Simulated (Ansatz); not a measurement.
## H-SiC-H chair monolayer in a perpendicular field

Wanted: the out-of-plane response of the H-SiC-H chair monolayer. A positive field points along +c.

Calculated with Ansatz 0.2.0; plane-wave DFT, PBE-D3(BJ), Ansatz PAW (set soft_1); PAW set soft_1.

Report form: inputs, costs, results and the conclusion, without the logs.

**1. The system as given**

The cell holds 4 atoms: 2 H, 1 C and 1 Si. Its edges and angles: a = 3.086 Å, b = 3.086 Å, c = 37.213 Å, α = 90.0°, β = 90.0°, γ = 120.0°. Vacuum lies along c.

**2. Relaxing the slab**

The starting cell is a guess, so the in-plane lattice and the atoms are relaxed first, with the slab cut off from its images along the normal.

input.yaml reads:

```yaml
crystal:
  lattice:
    - [3.0855, 0.0, 0.0]
    - [-1.54275, 2.6721213834, 0.0]
    - [0.0, 0.0, 37.2133333312]
  atoms:
    - { symbol: H, position: [0.6666666667, 0.3333333333, 0.458169115] }
    - { symbol: C, position: [0.6666666667, 0.3333333333, 0.4869222501] }
    - { symbol: Si, position: [0.3333333333, 0.6666666667, 0.5036725188] }
    - { symbol: H, position: [0.3333333333, 0.6666666667, 0.541830885] }
  periodic: [true, true, false]
kpoints:
  mp_grid: { grid: [12, 12, 1] }
hamiltonian:
  xc: pbe
  dispersion: d3bj
  pseudopotentials: { kind: paw, azcp: { folder: soft_1 } }
scf:
  occupations: { method: fermi_dirac, width: 0.05 }
  convergence: { dr2_threshold: 1.0e-09 }
relax:
  f_tol: 0.004
  max_steps: 90
  cell: {}
output:
  write_potential: true
  write_density: true
  volumetric_format: npy
```

Launch:

```
$ ansatz run input.yaml --threads 2 --pin off --max-ram 3072MiB --backend cpu --events-out ev --progress --plain --runs-dir out
```

It took 19 s on 2 threads of Arm Neoverse V2, shared host; peak memory 0.46 GiB; 35 s of CPU time.

Relaxation path:

```tsv
step	energy less that of the first step (eV)	largest force component (eV/Å)	volume (Å³)
1	0.0000	2.1199	306.82
2	-0.0782	0.5142	311.64
3	-0.0884	0.1121	311.49
4	-0.0886	0.0037	311.76
5*	-0.0893	0.0035	311.76
```

Relaxation steps marked * repeat the geometry before them on a plane-wave basis chosen anew for their cell, so energy and pressure can jump there.

Forces are held to the 6 operations that the program found; a distortion that breaks them can't arise in this run.

```tsv
cell as run	before	after	change
a (Å)	3.086	3.110	+0.8 %
b (Å)	3.086	3.110	+0.8 %
```

The atoms that moved most (Å, along periodic axes as changes of fractional coordinates times the final cell, across vacuum about the mean position):

```tsv
atom	dx	dy	dz	length
H4	0.000	0.000	0.042	0.042
Si3	0.000	0.000	-0.033	0.033
H1	0.000	0.000	-0.023	0.023
C2	0.000	0.000	0.013	0.013
```

Final coordinates:

```xyz
4
Lattice="3.1102 0.0000 0.0000 -1.5551 2.6935 0.0000 0.0000 0.0000 37.2133" Properties=species:S:1:pos:R:3
H     1.5551    0.8978   17.0271
C     1.5551    0.8978   18.1334
Si    0.0000    1.7957   18.7104
H     0.0000    1.7957   20.2058
```

Read from the output:

```
gap on the k-mesh : 3.741 eV
```

The lattice constant a goes from 3.086 to 3.110 Å.

**3. Atoms held, field 0**

A sawtooth potential applies the field, turning back in the middle of the vacuum. With the dipole correction the typed value is the field outside the slab. The induced dipole is small, so the SCF threshold is tight.

The cell differs from the one that the last finished run ended in (c 37.213 → 21.179 Å).

input.yaml reads:

```yaml
crystal:
  lattice:
    - [3.1102299948, 0.0, 0.0]
    - [-1.5551149974, 2.6935381871, 0.0]
    - [0.0, 0.0, 21.1786255834]
  atoms:
    - { symbol: H, position: [0.6666666667, 0.3333333333, 0.4249567548] }
    - { symbol: C, position: [0.6666666667, 0.3333333333, 0.4771895377] }
    - { symbol: Si, position: [0.3333333333, 0.6666666667, 0.5044372589] }
    - { symbol: H, position: [0.3333333333, 0.6666666667, 0.5750432452] }
kpoints:
  mp_grid: { grid: [18, 18, 1] }
  band_path:
    path: [[0, 0, 0], [0.5, 0, 0], [0.33333333, 0.33333333, 0], [0, 0, 0]]
    npoints: 16
hamiltonian:
  xc: pbe
  dispersion: d3bj
  pseudopotentials: { kind: paw, azcp: { folder: soft_1 } }
scf:
  occupations: { method: fermi_dirac, width: 0.02585 }
  convergence: { dr2_threshold: 1.0e-10 }
efield:
  axis: 3
  dipole_correction: true
  ramp_position: 0.97
  ramp_width: 0.06
  amplitude: 0
output:
  dos: { projected: true, e_range: [-6, 5] }
  write_potential: true
  write_density: true
  volumetric_format: npy
  elf: true
```

Elapsed: 6.2 s, on 2 threads; peak memory 0.44 GiB; 12 s of CPU time.

Read from the output:

```
gap on the k-mesh                  : 3.742 eV
dipole along the normal            : -0.08158 e·Å
gap along the path                 : 3.742 eV
smallest direct gap along the path : 3.742 eV
step between the vacuum levels     : 1.762 eV
ionisation energy, upper face      : 6.234 eV
electron affinity, upper face      : 2.492 eV
ionisation energy, lower face      : 4.472 eV
gap, the smaller of path and mesh  : 3.742 eV
```

Running mean over a fixed 2.5 Å (it still follows the layers) of the planar mean; the ramp of the sawtooth is left out. Electron's electrostatic potential energy less the Fermi level against z:

```tsv
z (Å)	electron's electrostatic potential energy less the Fermi level (eV)
2.94	2.60
3.38	2.60
3.82	2.60
4.12	2.60
4.56	2.60
5.00	2.60
5.44	2.60
5.88	2.59
6.18	2.59
6.62	2.58
7.06	2.54
7.50	2.37
7.94	1.89
8.38	1.26
8.68	0.155
9.12	-2.76
9.56	-5.45
10.00	-7.32
10.44	-7.68
10.74	-7.54
11.18	-6.42
11.62	-3.40
12.06	-0.405
12.50	1.93
12.80	2.83
13.24	3.49
13.68	4.08
14.12	4.29
14.56	4.34
15.00	4.35
15.30	4.36
15.74	4.36
16.18	4.36
16.62	4.36
17.06	4.36
17.35	4.36
17.80	4.36
18.24	4.36
```

The density of states has structure finer than the step of the table below, so its rows give means over 0.25 eV. Peaks (eV: height): -5.810: 5.03, -4.210: 6.02, -3.990: 8.96, 2.900: 2.24.

The density of states by energy, zero at the Fermi level of the run, which the smearing sets inside the gap; means over each step:

energy (eV), density of states (states/eV a cell) and a bar:
```
    -5.75       1.27 #########
    -5.50       0.76 #####
    -5.25       0.67 #####
    -5.00       0.69 #####
    -4.75       0.75 #####
    -4.50       0.86 ######
    -4.25       2.54 ##################
    -4.00       4.25 ##############################
    -3.75       1.99 ##############
    -3.50       1.56 ###########
    -3.25       0.92 #######
    -3.00       0.71 #####
    -2.75       0.59 ####
    -2.50       0.52 ####
    -2.25       0.47 ###
    -2.00       0.37 ###
    -1.75       0.00 
    -1.50       0.00 
    -1.25       0.00 
    -1.00       0.00 
    -0.75       0.00 
    -0.50       0.00 
    -0.25       0.00 
     0.00       0.00 
     0.25       0.00 
     0.50       0.00 
     0.75       0.00 
     1.00       0.00 
     1.25       0.00 
     1.50       0.00 
     1.75       0.00 
     2.00       0.38 ###
     2.25       0.75 #####
     2.50       1.14 ########
     2.75       1.43 ##########
     3.00       1.46 ##########
     3.25       1.67 ############
```

Projected DOS per atom over height of the atomic layer and energy from the Fermi level. Layers: H C Si H from below.

Ten even steps from '_' (0.00 states/eV) to '@' (1.36 states/eV), each cell a mean:
```
__::--__
__::--__
__..::__
________
________
________
________
________
________
________
________
________
________
__::____
__--____
__==..__
__**--..
..##%%@@
__==::..
__--..__
__--..__
__==..__
```
Columns: height of the atomic layer (Å) from 9 to 12.2 (not evenly spaced); rows upwards: energy from the Fermi level (eV) from -5.96 to 3.58.

The electronic bands at the labelled points (eV, zero at the Fermi level of the run, which the smearing sets inside the gap):

```tsv
point	band 3	band 4	band 5	band 6	band 7	band 8	band 9
Γ	-4.27	-1.88	-1.88	1.87	3.09	3.76	3.95
halfway	-5.15	-3.97	-2.80	2.83	3.60	4.37	4.61
M	-6.36	-4.13	-3.49	2.20	4.26	5.11	6.49
halfway	-6.23	-4.98	-3.99	3.07	5.30	5.61	5.94
K	-6.41	-5.82	-4.02	3.38	5.35	5.42	7.64
halfway	-5.36	-4.15	-3.52	3.23	4.35	4.67	4.80
Γ	-4.27	-1.88	-1.88	1.87	3.09	3.76	3.95
```

Valence density in the ca plane at fractional y = 0.333, with atoms of H and C within 0.2 Å of it. It is the smooth field of the valence electrons, not physical close to the nuclei.

Ten steps, logarithmic in the rise over the least value, from '0' (0.0 e/Å³) to '9' (1.7 e/Å³), each cell a mean:
```
00000000000000001356788764321100000000000000
00000000000000013588999864211000000000000000
00000000000000013699999863210000000000000000
00000000000000012578999864211000000000000000
00000000000000001346788754322100000000000000
00000000000000000124566655432100000000000000
00000000000000000123456655443100000000000000
00000000000000000134567654432100000000000000
```
Columns run along c (16.0 Å, from fractional 0.11 to 0.87 of the cell), rows up along a (3.1 Å). Atoms in or near the plane, at fractional coordinates: H at (0.42, 0.67), C at (0.48, 0.67).

Electrostatic potential energy in the ca plane at fractional y = 0.333, with atoms of H and C within 0.2 Å of it. With pseudopotentials it is smooth inside the atoms' cores, unlike the true potential.

Values in eV, 5 rows by 16 columns, each cell a mean:
```
  2   2   1   1   1   1  -3 -11  -9   0   2   2   2   2   2   2
  2   2   1   1   1   1 -14 -23 -15   1   2   2   2   2   2   2
  2   2   1   1   1   1  -3 -12 -10   0   2   2   2   2   2   2
  2   2   1   1   1   1   1  -2 -10  -2   2   2   2   2   2   2
  2   2   1   1   1   1   1  -2 -10  -2   2   2   2   2   2   2
```
Columns run along c (16.0 Å, from fractional 0.11 to 0.87 of the cell; values clipped at the 3rd and 97th percentile), rows up along a (3.1 Å). Atoms in or near the plane, at fractional coordinates: H at (0.42, 0.67), C at (0.48, 0.67).

ELF in the ca plane at fractional y = 0.333, with atoms of H and C within 0.2 Å of it. It is the smooth field of the valence electrons, not physical close to the nuclei.

Ten even steps from '0' (0.00 × 1e-1) to '9' (9.96 × 1e-1), each cell a mean:
```
00000000000000025776678841111000000000000000
00000000000000269999645751000000000000000000
00000000000000379999602641000000000000000000
00000000000000268999756751000000000000000000
00000000000000024665678742222100000000000000
00000000000000000011356533577520000000000000
00000000000000000000234324788741000000000000
00000000000000000112467633576420000000000000
```
Columns run along c (16.0 Å, from fractional 0.11 to 0.87 of the cell), rows up along a (3.1 Å). Atoms in or near the plane, at fractional coordinates: H at (0.42, 0.67), C at (0.48, 0.67).

The gap is 3.74 eV, with the valence edge 6.23 eV and the conduction edge 2.49 eV under the upper vacuum level.

**4. Single point, field 0.1 V/Å**

input.yaml: that of step 3 with these lines changed.

```diff
@@ -25,7 +25,6 @@
   dipole_correction: true
-  ramp_position: 0.97
-  ramp_width: 0.06
-  amplitude: 0
+  ramp_position: 0.906
+  ramp_width: 0.1879
+  amplitude: 0.1
 output:
-  dos: { projected: true, e_range: [-6, 5] }
   write_potential: true
@@ -33,2 +32 @@
   volumetric_format: npy
-  elf: true
```

Wall time 6.3 s (2 threads); peak memory 0.41 GiB.

The dipole is -0.0658 e·Å, 0.0158 e·Å from its value without field, and the gap 3.545 eV.

**5. Atoms held, field -0.1 V/Å**

input.yaml: that of step 4 with these lines changed.

```diff
@@ -27,3 +27,3 @@
   ramp_width: 0.1879
-  amplitude: 0.1
+  amplitude: -0.1
 output:
```

Run time: 6.6 s. Hardware: 2 threads; peak memory 0.41 GiB.

The dipole is -0.0974 e·Å, -0.0158 e·Å from its value without field, and the gap 3.915 eV.

**6. Response, atoms held**

This step: plane-wave DFT, PBE-D3(BJ), Ansatz PAW (set soft_1); response to a field along the normal, atoms held; PAW set soft_1 (Ansatz 0.2.0).

The dipoles give the slope, and the difference of two potentials shows where the field is screened.

Numbers from this step:

```yaml
equivalent_conductor_thickness_p_eps_0ae: 3.409 Å
distance_between_the_outer_atoms: 3.179 Å
```

Dipole of the cell against applied field:

```tsv
applied field (V/Å)	dipole of the cell (e·Å)
-0.1000	-0.0974
0.0000	-0.0816
0.1000	-0.0658
```

Local field over the applied field, running mean. From the potentials at -0.1 and 0.1 V/Å; running mean over 2.5 Å. The local field over applied field by z:

z (Å), local field over applied field and a bar from the least value:
```
     4.12      1.000 ##############################
     4.41      1.000 ##############################
     4.85      1.000 ##############################
     5.15      0.999 ##############################
     5.59      0.998 ##############################
     5.88      0.997 ##############################
     6.18      0.993 ##############################
     6.62      0.982 #############################
     6.91      0.967 #############################
     7.21      0.940 ############################
     7.65      0.865 #########################
     7.94      0.789 ######################
     8.38      0.653 #################
     8.68      0.558 ##############
     8.97      0.458 ##########
     9.41      0.308 #####
     9.71      0.237 ##
    10.00      0.197 #
    10.44      0.176 
    10.74      0.175 
    11.18      0.204 #
    11.47      0.260 ###
    11.77      0.343 ######
    12.21      0.474 ###########
    12.50      0.552 ##############
    12.80      0.633 #################
    13.24      0.766 #####################
    13.53      0.847 ########################
    13.97      0.932 ############################
    14.27      0.963 #############################
    14.56      0.981 #############################
    15.00      0.993 ##############################
    15.30      0.997 ##############################
    15.59      0.998 ##############################
    16.03      0.999 ##############################
    16.33      1.000 ##############################
    16.77      1.000 ##############################
    17.06      1.000 ##############################
```

The induced electron density oscillates, so the rows of the table below give means over 0.5 Å (shorter at the two ends). Its distinct maxima (Å: e/Å³ per V/Å): 8.82: 0.00372, 10.15: 0.00218, 11.47: 0.00116. Distinct minima: 9.71: 3.8e-4, 10.74: -0.00297, 12.50: -0.00373.

Electrons, planar mean, per unit field. The induced electron density by z; means over each step:

```tsv
z (Å)	induced electron density (e/Å³ per V/Å)
4.5	5.3e-7
5.0	1.8e-6
5.5	5.9e-6
6.0	2.0e-5
6.5	6.2e-5
7.0	1.9e-4
7.5	5.5e-4
8.0	0.00142
8.5	0.00297
9.0	0.00306
9.5	8.3e-4
10.0	0.00154
10.5	-0.00108
11.0	-0.00179
11.5	7.8e-4
12.0	-0.00146
12.5	-0.00350
13.0	-0.00223
13.5	-9.1e-4
14.0	-3.2e-4
14.5	-9.9e-5
15.0	-2.9e-5
15.5	-8.0e-6
16.0	-2.1e-6
16.5	-5.4e-7
17.0	-1.7e-7
```

The smaller of the gaps on the path and on the k-mesh, counted as 0 under 0.03 eV; in a wide-gap layer a fall can come from a state in the tilted vacuum. The gap by applied field:

```tsv
applied field (V/Å)	gap (eV)
-0.1000	3.92
0.0000	3.74
0.1000	3.55
```

By hand: between -0.1 and 0.1 V/Å the dipole changes by 0.03156 e·Å, a slope of 0.1578 e·Å²/V. A perfect conductor of thickness t has p = ε₀AEt, so t = 180.95 × 0.1578 / 8.378 = 3.41 Å (e/ε₀ = 180.95 V·Å, A in Å²).

The induced dipole is that of a conductor 3.41 Å thick.

**7. Summary of results**

```yaml
gap_without_field: 3.74 eV
ionisation_energy_upper_face: 6.23 eV
electron_affinity_upper_face: 2.49 eV
step_between_the_vacuum_levels: 1.76 eV
equivalent_conductor_thickness_atoms_held: 3.41 Å
```

The induced dipole equals that of a perfect conductor 3.41 Å thick, while the outer atoms lie 3.18 Å apart; an out-of-plane ε follows only once a thickness t is chosen, by 1 − 1/ε = 3.41 Å / t. The two faces differ: the vacuum level above lies 1.76 eV higher than the one below. The gap goes from 3.74 eV to 3.92 eV at -0.1 V/Å. With the field reversed it is 3.55 eV at 0.1 V/Å. Semilocal functionals give gaps that are too small, and excitons are not included.

[Long decimals in the printed logs are rounded to 6 places.]

[Logs are printed without paths, hosts, clocks, repeated set-up lines and the standing remarks that a program may print on its own settings, such as how far it seeks lower states.]

[Hosts, paths, dates, database ids (printed as entryN), source tags and the programs' standing remarks are cut or masked in the printed files.]

[Maps of the electrostatic potential energy from Ansatz leave out the sawtooth potential of an applied field or a dipole correction, so their vacuum need not be flat; planar profiles and work functions include it.]

[The density of states shown here was stored with 400 of the rows of the run's finer table, so its peaks can read low, often by over a quarter, or be missed, and its means over a window can be off by a tenth or more.]
